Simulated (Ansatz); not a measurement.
# LiPtF3 (built on the sites of a database entry of KPdF3): a soft mode frozen in, part 2 of 2

Wanted: the energy along a soft mode of LiPtF3 (built on the sites of a database entry of KPdF3) and the structure at the end.

Ansatz 0.2.0; DFT LDA, scalar-relativistic, plane waves, PAW.

So far, highest frequency on the path or at a solved wavevector (cm⁻¹): step 2 (the dispersion) 510. Also lowest frequency on the path (cm⁻¹): step 2 -225.

The structure was built from a prototype and need not be the compound's stable phase.

### 4. The mode frozen in, largest atomic shift 0.6 Å

The atoms are moved along the unstable eigenvector, the largest shift by 0.6 Å, with the cell fixed.

File input.yaml:

```yaml
crystal:
  lattice:
    - [4.2088759491, 4.2088759491, 0.0]
    - [4.2088759491, 0.0, 4.2088759491]
    - [4.2088759491, 0.0, -4.2088759491]
  atoms:
    - { symbol: Li, position: [0.5, 0.1787220618, 0.6787220618] }
    - { symbol: Li, position: [0.5, 0.8212779382, 0.3212779382] }
    - { symbol: Pt, position: [0.0, 0.0, 0.0] }
    - { symbol: Pt, position: [0.0, 0.5, 0.5] }
    - { symbol: F, position: [0.5, 0.7717497453, 0.7282502547] }
    - { symbol: F, position: [0.5, 0.2282502547, 0.2717497453] }
    - { symbol: F, position: [0.0434994905, 0.2282502547, 0.7282502547] }
    - { symbol: F, position: [-0.0434994905, 0.7717497453, 0.2717497453] }
    - { symbol: F, position: [0.0, 0.25, 0.25] }
    - { symbol: F, position: [0.0, 0.75, 0.75] }
kpoints:
  mp_grid: { grid: [8, 8, 8] }
hamiltonian:
  xc: lda
scf:
  occupations: { method: methfessel_paxton, width: 0.2 }
output:
  forces: true
  stress: true
  eigenvalues: true
```

Command:

```bash
> ansatz run input.yaml --threads 8 --pin off --max-ram 14336MiB --backend cpu --events-out ev --progress --plain --runs-dir out
```

Numbers of over 12 decimals in the logs are rounded to 6 here.

The program printed:

```text
[...]
Crystal: 10 atoms, lattice volume = 149.117 Å³
Basis set: ecut = 420 eV, 2891 PW (Γ)
Bands: 52, of which v1, the nominal top of the filled ones, is band 42 counted from 1 (41 counted from 0)
Symmetry: 16 space group operations
[...]
k-points: 59 of 512
[...]
k-point 0: bands = [... 38 lower, 4.8659, 5.0482, 5.2873, 5.2873, 6.2370, 8.0177, 8.2584, 10.6506, ... 6 higher]
  k-point 1: bands = [... 38 lower, 4.9911, 5.0426, 5.2322, 5.2385, 6.4208, 7.8857, 8.1188, 10.6395, ... 6 higher]
  k-point 2: bands = [... 38 lower, 5.0741, 5.0959, 5.3171, 5.3385, 6.9216, 7.5254, 7.7349, 10.2657, ... 6 higher]
  k-point 58: bands = [... 38 lower, 4.7335, 4.8767, 4.9743, 5.3220, 5.9083, 8.0150, 9.1807, 9.5034, ... 6 higher]
[key lines of the parts left out:]
SCF converged after 6 iterations
Free energy (F): -29651.677382 eV
Fermi energy:    6.211429 eV
P = ⅓ Tr σ = -0.1179 GPa (-1.179 kbar)
```

Run time: 5.3 s. Hardware: 8 threads of Arm Neoverse N1, shared host; peak memory 0.79 GiB; 40 s of CPU time.

This step gave:

* pressure: -0.1179 GPa
* energy from the undistorted cell: -62.30 meV/atom

The energy, extrapolated to zero smearing, is -62.30 meV/atom against the undistorted cell.

The run ends at a pressure of -0.12 GPa, with forces up to 0.56 eV/Å.

### 5. Energy along the mode, all amplitudes (two of the runs are shown above)

An imaginary frequency means negative curvature, so the energy should fall and then rise again as anharmonic terms take over.

Numbers from this step:

```yaml
depth_at_the_lowest_point_sampled: 62.30 meV/atom
largest_atomic_shift_at_that_point: 0.6 Å
```

Energy from the parent against largest atomic shift:

| largest atomic shift (Å) | energy from the parent (meV/atom) |
| --- | --- |
| 0.000 | 0 |
| 0.040 | -0.314 |
| 0.080 | -1.25 |
| 0.140 | -3.83 |
| 0.220 | -9.36 |
| 0.320 | -19.5 |
| 0.450 | -37.2 |
| 0.600 | -62.3 |

Displacement at unit largest shift by atom:

| atom | x (Å) | y (Å) | z (Å) | size |
| --- | --- | --- | --- | --- |
| Li1 | -1.00 | 0.00 | 0.00 | 1.00 |
| Li2 | 1.00 | 0.00 | 0.00 | 1.00 |
| Pt3 | 0.00 | 0.00 | 0.00 | 0.00 |
| Pt4 | 0.00 | 0.00 | 0.00 | 0.00 |
| F5 | 0.00 | 0.00 | 0.30 | 0.30 |
| F6 | 0.00 | 0.00 | -0.30 | 0.30 |
| F7 | 0.00 | 0.30 | 0.00 | 0.30 |
| F8 | 0.00 | -0.30 | 0.00 | 0.30 |
| F9 | 0.00 | 0.00 | 0.00 | 0.00 |
| F10 | 0.00 | 0.00 | 0.00 | 0.00 |

The lowest of the steps tried is the last one, at 0.6 Å, 62.3 meV/atom below the parent; the bottom of the well need not coincide with a step.

### 6. Relaxation from the frozen mode

Starting from the lowest point found, all atoms and the cell are let go, so that strain and other modes of the same symmetry can join in.

Edit input.yaml of step 4 so:

```diff
@@ -26 +26,6 @@
   eigenvalues: true
+relax:
+  adjacent_minimum: "off"
+  f_tol: 0.002
+  max_steps: 120
+  cell: { stress_tol: 0.03 }
```

The program printed:

```text
[...]
Crystal: 10 atoms, lattice volume = 149.117 Å³
Basis set: ecut = 420 eV, 2891 PW (Γ)
Bands: 52, of which v1, the nominal top of the filled ones, is band 42 counted from 1 (41 counted from 0)
Symmetry: 16 space group operations
[...]
k-points: 59 of 512
[...]
SCF iter   1: F=—  HF=-29651.760478 eV  |F-HF|=—  |Δ(HF+E_count)|=         —  Δρ=1.63e-2  dr2=2.69e-1  ethr=1.77e-3  ⟨swp⟩=6.0  Hψ=11414  notcnv=0
[...]
SCF iter   6: F=-29651.677382 eV  HF=-29651.677382 eV  |F-HF|=1.45e-8  |Δ(HF+E_count)|=   1.24e-6  S|Δr|=    0.00e0  Δρ=1.09e-5  dr2=5.48e-8  ethr=1.19e-10  ⟨swp⟩=7.9  Hψ=14954  notcnv=0
SCF 1 converged in 6 iterations: F = -29651.677382 eV  dr2 = 5.48e-8
[...]
relax step   1: F+E_penalty+E_count = -29651.67738177 eV  Δ(F+E_penalty+E_count) = +0.000e0 eV  max|allowed force component| = 5.557e-1 eV/Å  Δτ_max = 0.0000 Å  P = -0.118 GPa  Ω = 149.117 Å³  (6 SCF iters, dr2 threshold 1.00e-7 eV, accepted)
Crystal: 10 atoms, lattice volume = 150.422 Å³
[...]
SCF iter   6: F=-29652.032085 eV  HF=-29652.032085 eV  |F-HF|=4.16e-7  |Δ(HF+E_count)|=   1.31e-6  S|Δr|=    0.00e0  Δρ=2.14e-5  dr2=5.90e-7  ethr=1.19e-9  ⟨swp⟩=6.2  Hψ=11841  notcnv=0
SCF 2 converged in 6 iterations: F = -29652.032085 eV  dr2 = 5.90e-7
[...]
relax step   2: F+E_penalty+E_count = -29652.03208457 eV  Δ(F+E_penalty+E_count) = -3.547e-1 eV  max|allowed force component| = 5.701e-1 eV/Å  Δτ_max = 0.1911 Å  P = -0.977 GPa  Ω = 150.422 Å³  energy of the carried Pulay correction = -5.759e-3 eV  (6 SCF iters, dr2 threshold 1.00e-6 eV, accepted)
Crystal: 10 atoms, lattice volume = 146.987 Å³
Basis set: ecut = 420 eV, 2857 PW (Γ)
[...]
SCF iter   6: F=-29652.316033 eV  HF=-29652.316033 eV  |F-HF|=4.53e-7  |Δ(HF+E_count)|=   7.15e-7  S|Δr|=    0.00e0  Δρ=2.86e-5  dr2=7.25e-7  ethr=1.19e-9  ⟨swp⟩=9.2  Hψ=12853  notcnv=0
SCF 3 converged in 6 iterations: F = -29652.316033 eV  dr2 = 7.25e-7
relax step   3: F+E_penalty+E_count = -29652.31603252 eV  Δ(F+E_penalty+E_count) = -2.839e-1 eV  max|allowed force component| = 3.511e-1 eV/Å  Δτ_max = 0.1972 Å  P = +1.891 GPa  Ω = 146.987 Å³  energy of the carried Pulay correction = +9.512e-3 eV  (6 SCF iters, dr2 threshold 1.00e-6 eV, accepted)
[... from here on, the SCF cycles and remarks between the steps are left out ...]
relax step   4: F+E_penalty+E_count = -29652.31937603 eV  Δ(F+E_penalty+E_count) = -3.344e-3 eV  max|allowed force component| = 2.366e-1 eV/Å  Δτ_max = 0.0721 Å  P = -1.028 GPa  Ω = 151.272 Å³  energy of the carried Pulay correction = -9.481e-3 eV  (6 SCF iters, dr2 threshold 1.00e-6 eV, accepted)
relax step   5: F+E_penalty+E_count = -29652.33376978 eV  Δ(F+E_penalty+E_count) = -1.439e-2 eV  max|allowed force component| = 2.894e-1 eV/Å  Δτ_max = 0.0926 Å  P = -0.367 GPa  Ω = 149.496 Å³  energy of the carried Pulay correction = -1.674e-3 eV  (6 SCF iters, dr2 threshold 1.00e-6 eV, accepted)
relax step   6: F+E_penalty+E_count = -29652.35415962 eV  Δ(F+E_penalty+E_count) = -2.039e-2 eV  max|allowed force component| = 1.617e-2 eV/Å  Δτ_max = 0.0621 Å  P = +0.129 GPa  Ω = 149.252 Å³  energy of the carried Pulay correction = -5.948e-4 eV  (5 SCF iters, dr2 threshold 1.00e-6 eV, accepted)
relax step   7: F+E_penalty+E_count = -29652.35334809 eV  Δ(F+E_penalty+E_count) = +8.115e-4 eV  max|allowed force component| = 8.645e-4 eV/Å  Δτ_max = 0.0025 Å  P = -0.005 GPa  Ω = 149.478 Å³  energy of the carried Pulay correction = -1.594e-3 eV  (5 SCF iters, dr2 threshold 4.77e-8 eV, accepted)
relax step   8: F+E_penalty+E_count = -29652.35571046 eV  Δ(F+E_penalty+E_count) = -2.362e-3 eV  max|allowed force component| = 8.369e-4 eV/Å  Δτ_max = 0.0000 Å  P = +0.023 GPa  Ω = 149.478 Å³  stress off target by 8.65e-2 GPa  SCF on the basis re-selected at this cell (its energy is not comparable with the rows above)  (6 SCF iters)
relax step   9: F+E_penalty+E_count = -29652.35556188 eV  Δ(F+E_penalty+E_count) = +1.486e-4 eV  max|allowed force component| = 5.237e-4 eV/Å  Δτ_max = 0.0002 Å  P = -0.002 GPa  Ω = 149.523 Å³  energy of the carried Pulay correction = -2.120e-4 eV  (4 SCF iters, dr2 threshold 1.87e-8 eV, accepted)
relax step  10: F+E_penalty+E_count = -29652.35556486 eV  Δ(F+E_penalty+E_count) = -2.980e-6 eV  max|allowed force component| = 1.458e-4 eV/Å  Δτ_max = 0.0002 Å  P = -0.001 GPa  Ω = 149.523 Å³  energy of the carried Pulay correction = -2.137e-4 eV  (4 SCF iters, dr2 threshold 2.39e-9 eV, accepted)
[...]
SCF iter   5: F=-29652.355868 eV  HF=-29652.355868 eV  |F-HF|=1.09e-11  |Δ(HF+E_count)|=  3.27e-11  S|Δr|=    0.00e0  Δρ=5.25e-8  dr2=2.22e-12  ethr=1.00e-12  ⟨swp⟩=5.5  Hψ=10733  notcnv=0
SCF 11 converged in 5 iterations: F = -29652.355868 eV  dr2 = 2.22e-12
relax step  11: F+E_penalty+E_count = -29652.35586795 eV  Δ(F+E_penalty+E_count) = -3.031e-4 eV  max|allowed force component| = 1.497e-4 eV/Å  Δτ_max = 0.0000 Å  P = +0.000 GPa  Ω = 149.523 Å³  stress off target by 9.12e-3 GPa  SCF on the basis re-selected at this cell (its energy is not comparable with the rows above)  (5 SCF iters)
[...]
SCF converged after 5 iterations
[...]
Free energy (F): -29652.355868 eV
[...]
Internal energy: -29652.365445 eV  (E = F + TS)
E sigma→0 (E₀):  -29652.358262 eV
Entropy (-TS):   0.009577 eV (0.958 meV/atom)
Fermi energy:    5.640930 eV
[...]
--- Forces (eV/Å), atoms counted from 1 ---
  atom   1  Li     0.00014974     0.00000000     0.00000000
  atom   2  Li    -0.00014974    -0.00000000    -0.00000000
  atom   3  Pt     0.00000000    -0.00000000     0.00000000
  atom   4  Pt    -0.00000000     0.00000000     0.00000000
  atom   5  F     -0.00000000    -0.00000000     0.00001480
  atom   6  F      0.00000000     0.00000000    -0.00001480
  atom   7  F      0.00000000     0.00001480    -0.00000000
  atom   8  F     -0.00000000    -0.00001480     0.00000000
  atom   9  F      0.00000000     0.00000000    -0.00000000
  atom  10  F     -0.00000000    -0.00000000     0.00000000
  max |Σ_I F_I| component: 2.71e-20 eV/Å
--- Stress (GPa, compression-positive) ---
       -0.009121       0.000000       0.000000
        0.000000       0.004722      -0.000000
        0.000000      -0.000000       0.004722
  P = ⅓ Tr σ = 0.0001 GPa (0.001 kbar)
--- Band table (eV; the first three rows and the last of 59) ---
  k-point 0: bands = [... 38 lower, 4.4038, 4.7764, 4.8624, 4.8624, 6.1931, 6.8428, 7.7894, 10.8589, ... 6 higher]
  k-point 1: bands = [... 38 lower, 4.5252, 4.8097, 4.8130, 4.8286, 6.3781, 6.7395, 7.6584, 10.7946, ... 6 higher]
  k-point 2: bands = [... 38 lower, 4.6586, 4.6791, 4.9085, 4.9776, 6.4654, 6.8788, 7.2965, 10.3102, ... 6 higher]
  k-point 58: bands = [... 38 lower, 4.4877, 4.4877, 4.7859, 4.9930, 5.4789, 6.8391, 9.1919, 9.6991, ... 6 higher]
--- Relaxed structure (9 steps of the walk, 9 accepted, 2 SCFs on fresh bases) ---
  F+E_penalty+E_count = -29652.35586795 eV   max|allowed force component| = 1.497e-4 eV/Å   (the final SCF, on the basis selected at the relaxed cell)
  cell:  # Å, volume = 149.5226 Å³
    - [4.164762, 4.236852, 0]
    - [4.164762, 0, 4.236852]
    - [4.164762, 0, -4.236852]
  atoms:
    - { symbol: Li, position: [0.5, 0.134416, 0.634416] }
    - { symbol: Li, position: [0.5, 0.865584, 0.365584] }
    - { symbol: Pt, position: [-4.121583760024456e-19, 8.243167520048908e-19, 6.594534016039125e-19] }
    - { symbol: Pt, position: [-4.121583760024455e-19, 0.500000, 0.500000] }
    - { symbol: F, position: [0.5, 0.797781, 0.702219] }
    - { symbol: F, position: [0.5, 0.202219, 0.297781] }
    - { symbol: F, position: [0.095562, 0.202219, 0.702219] }
    - { symbol: F, position: [-0.095562, 0.797781, 0.297781] }
    - { symbol: F, position: [-4.121583760024457e-19, 0.250000, 0.250000] }
    - { symbol: F, position: [-4.121583760024455e-19, 0.750000, 0.750000] }
```

Elapsed: 62 s, on 8 threads; peak memory 0.84 GiB.

The steps of the relaxation:

| step | energy less that of the first step (eV) | largest force component (eV/Å) | pressure (GPa) | volume (Å³) |
| --- | --- | --- | --- | --- |
| 1 | 0.0000 | 0.5557 | -0.12 | 149.12 |
| 2 | -0.3547 | 0.5701 | -0.98 | 150.42 |
| 3 | -0.6387 | 0.3511 | 1.89 | 146.99 |
| 4 | -0.6420 | 0.2366 | -1.03 | 151.27 |
| 5 | -0.6564 | 0.2894 | -0.37 | 149.50 |
| 6 | -0.6768 | 0.0162 | 0.13 | 149.25 |
| 7 | -0.6760 | 0.0009 | -0.01 | 149.48 |
| 8* | -0.6783 | 0.0008 | 0.02 | 149.48 |
| 9 | -0.6782 | 0.0005 | 0.00 | 149.52 |
| 10 | -0.6782 | 0.0001 | 0.00 | 149.52 |
| 11* | -0.6785 | 0.0001 | 0.00 | 149.52 |

Relaxation steps marked * repeat the geometry before them on a plane-wave basis chosen anew for their cell, so energy and pressure can jump there.

Forces are held to the 16 operations that the run works with; a distortion that breaks them can't arise in this run.

| conventional cell, symmetrised | before | after | change |
| --- | --- | --- | --- |
| a (Å) | 5.952 | 5.992 | +0.7 % |
| b (Å) | 5.952 | 5.992 | +0.7 % |
| c (Å) | 8.418 | 8.330 | -1.0 % |
| volume (Å³/atom) | 14.91 | 14.95 | +0.3 % |

The atoms that moved most (Å, as changes of fractional coordinates times the final cell):

| atom | dx | dy | dz | length |
| --- | --- | --- | --- | --- |
| Li1 | -0.369 | 0.000 | 0.000 | 0.369 |
| Li2 | 0.369 | 0.000 | 0.000 | 0.369 |
| F6 | 0.000 | 0.000 | -0.221 | 0.221 |
| F7 | 0.000 | 0.221 | 0.000 | 0.221 |
| F8 | 0.000 | -0.221 | 0.000 | 0.221 |
| F5 | 0.000 | 0.000 | 0.221 | 0.221 |

The relaxed structure:

```xyz
10
Lattice="4.1648 4.2369 0.0000 4.1648 0.0000 4.2369 4.1648 0.0000 -4.2369" Properties=species:S:1:pos:R:3 pbc="T T T"
Li    5.2844    2.1184   -2.1184
Li    7.2099    2.1184    2.1184
Pt    0.0000    0.0000    0.0000
Pt    4.1648    0.0000    0.0000
F     8.3295    2.1184    0.4049
F     4.1648    2.1184   -0.4049
F     4.1648    0.4049   -2.1184
F     4.1648   -0.4049    2.1184
F     2.0824    0.0000    0.0000
F     6.2471    0.0000    0.0000
```

This step gave:

| Property | Result |
| --- | --- |
| pressure | 1.08e-4 GPa |
| volume per atom | 14.95 Å³ |

The distorted start has space group I4/mmm; the relaxation ends in I4/mmm.

### 7. Results

| Item | Value |
| --- | --- |
| unstable mode of the parent | q = (-0.5, -0.5, -0.5), 225i cm⁻¹ |
| depth at the lowest point sampled | 62.3 meV/atom |
| largest atomic shift at that point | 0.6 Å |
| space group reached (within 0.01 Å) | I4/mmm |
| energy gained over the parent (first relaxation, on the mesh of the frozen mode) | 130 meV/atom |
| volume per atom, phase reached | 15.0 Å³ |

What this shows: Along this mode the structure falls into I4/mmm, 130 meV/atom below the parent. At the parent's cell the well is 62.30 meV/atom deep on the steps tried, with its lowest point at a shift of 0.6 Å. That is the last step tried, so the steps alone don't bracket the bottom of the well. Relaxing atoms and cell changes the gain by +68.09 meV/atom against the lowest step (energies at zero smearing). The modes of the phase reached were not computed on this path. Of the 6 patterns followed to their end from this parent, this one ends 82.2 meV/atom above the lowest, Imma. Each path keeps the symmetry of its pattern, so a lower phase may lie along a pattern not tried. With no gap, or one that is small against the smearing, the frequencies hang on the k mesh and the smearing, most of all near Kohn anomalies. Spin-orbit coupling is left out, which can matter for the heavy elements here. The starting cell was built on a prototype and not taken from a measurement, so the phase need not exist.

[Logs are printed without paths, hosts, clocks, repeated set-up lines and the standing remarks that a program may print on its own settings, such as how far it seeks lower states.]

[Hosts, paths, dates, database ids (printed as entryN), source tags and the programs' standing remarks are cut or masked in the printed files.]
